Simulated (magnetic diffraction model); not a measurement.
# Which magnetic order? Dy₂MnPd₂

Space group P4/mbm (no. 127), a = 7.4420 Å, c = 3.6010 Å.

| site | atom | x | y | z |
| --- | --- | --- | --- | --- |
| 4h | Dy | 0.1773 | 0.6773 | 1/2 |
| 4g | Pd | 0.8729 | 0.6271 | 0 |
| 2a | Mn | 1/2 | 1/2 | 0 |

This is a made-up structure (elements placed in a structure type, unrelaxed), so the numbers test the method and describe no known phase.

Only Dy is taken to order (form factors of Dy3+); orders and moment sizes are assumed, and not adapted to the symmetry. Radiation: neutrons of λ = 2.0775 Å (absorption by Dy left out), 8° to 60°; isotropic B of 0.24 Å² (Dy), 0.28 Å² (Pd) and 0.32 Å² (Mn). The intensities are simulated: I ∝ L Σ (|F_N|² + |F_M⊥|²) for unpolarised neutrons, with F_M = 2.695 fm/μB × Σ f(s) S exp(2πi Q·r) exp(−B s²) at Q = H ± k (one set where k and −k are equivalent), only the part normal to Q counting and L = 1/(sin²θ cos θ). For collinear order S is the moment m, which repeats by lattice and centring translations R with the sign exp(−2πi k·R). Form factors are spin-only for 3d ions and dipole or tabulated for f ions, scattering lengths are Sears's of 1992, and absorption is left out. A label names one of the reflections at its angle. The strongest nuclear line in the range is 100, and lines under 0.2 are left out.

Above the ordering temperature:

```tsv
2θ (°)	index	I
22.77	(1 1 0)	26.6
32.42	(2 0 0)	31.9
33.53	(0 0 1)	16.3
36.37	(2 1 0)	20.5
40.92	(1 1 1)	0.6
46.51	(2 2 0)	2.1
47.33	(2 0 1)	14.5
50.30	(2 1 1)	100.0
52.38	(3 1 0)	12.7
58.54	(2 2 1)	9.8
```

Below it (cell unchanged):

| 2θ (°) | I |
| --- | --- |
| 11.33 | 166.4 |
| 22.77 | 26.6 |
| 25.50 | 29.6 |
| 32.42 | 31.9 |
| 33.53 | 16.3 |
| 34.45 | 26.7 |
| 35.50 | 57.6 |
| 36.37 | 20.5 |
| 40.92 | 0.6 |
| 41.69 | 23.7 |
| 42.59 | 31.3 |
| 46.51 | 2.1 |
| 47.33 | 14.5 |
| 48.03 | 3.3 |
| 48.83 | 35.9 |
| 50.30 | 100.0 |
| 52.38 | 12.7 |
| 54.53 | 35.4 |
| 58.54 | 9.8 |
| 59.14 | 14.2 |
| 59.84 | 5.3 |

**Question.** Find the propagation vector, then choose among these models:
A. collinear moments along [010], 9.8 μB on Dy; signs + at (0.1773, 0.6773, 1/2), + at (0.3227, 0.1773, 1/2), + at (0.6773, 0.8227, 1/2), + at (0.8227, 0.3227, 1/2)
B. collinear moments along [010], 9.8 μB on Dy; signs + at (0.1773, 0.6773, 1/2), − at (0.3227, 0.1773, 1/2), + at (0.6773, 0.8227, 1/2), − at (0.8227, 0.3227, 1/2)
C. collinear moments along [100], 9.8 μB on Dy; signs + at (0.1773, 0.6773, 1/2), + at (0.3227, 0.1773, 1/2), + at (0.6773, 0.8227, 1/2), + at (0.8227, 0.3227, 1/2)
D. collinear moments along [100], 9.8 μB on Dy; signs + at (0.1773, 0.6773, 1/2), − at (0.3227, 0.1773, 1/2), + at (0.6773, 0.8227, 1/2), − at (0.8227, 0.3227, 1/2)

The new lines index as (1/2 1/2 0) at 11.33°, (3/2 1/2 0) at 25.50°, (3/2 3/2 0) at 34.45° and (1/2 1/2 1) at 35.50°, that is as H ± k with k = (1/2 1/2 0). Half indices mean that the moments reverse under translations with k·R a half-integer, and the magnetic cell has twice the primitive volume.

Magnetic intensity, observed (below minus above) and for each model:

| 2θ (°) | index | observed | A | B | C | D |
| --- | --- | --- | --- | --- | --- | --- |
| 11.33 | (1/2 1/2 0) | 166.4 | 112.2 | 166.4 | 112.2 | 166.4 |
| 25.50 | (1/2 3/2 0) | 29.6 | 74.7 | 29.6 | 74.7 | 29.6 |
| 34.45 | (3/2 3/2 0) | 26.7 | 0.5 | 26.7 | 0.5 | 26.7 |
| 35.50 | (1/2 1/2 1) | 57.6 | 38.9 | 57.6 | 38.9 | 57.6 |
| 42.59 | (3/2 1/2 1) | 31.3 | 79.0 | 31.3 | 79.0 | 31.3 |
| 48.03 | (5/2 3/2 0) | 3.3 | 22.3 | 3.3 | 22.3 | 3.3 |
| 48.83 | (3/2 3/2 1) | 35.9 | 0.7 | 35.9 | 0.7 | 35.9 |
| 59.84 | (5/2 3/2 1) | 5.3 | 35.4 | 5.3 | 35.4 | 5.3 |

Models B and D match alike on every line, so these data can't choose among them (such ties are often domains of one structure).

The structure used: k = (1/2 1/2 0), collinear moments along [010], 9.8 μB on Dy; signs + at (0.1773, 0.6773, 1/2), − at (0.3227, 0.1773, 1/2), + at (0.6773, 0.8227, 1/2), − at (0.8227, 0.3227, 1/2).

[Logs are printed without paths, hosts, clocks, repeated set-up lines and the standing remarks that a program may print on its own settings, such as how far it seeks lower states.]
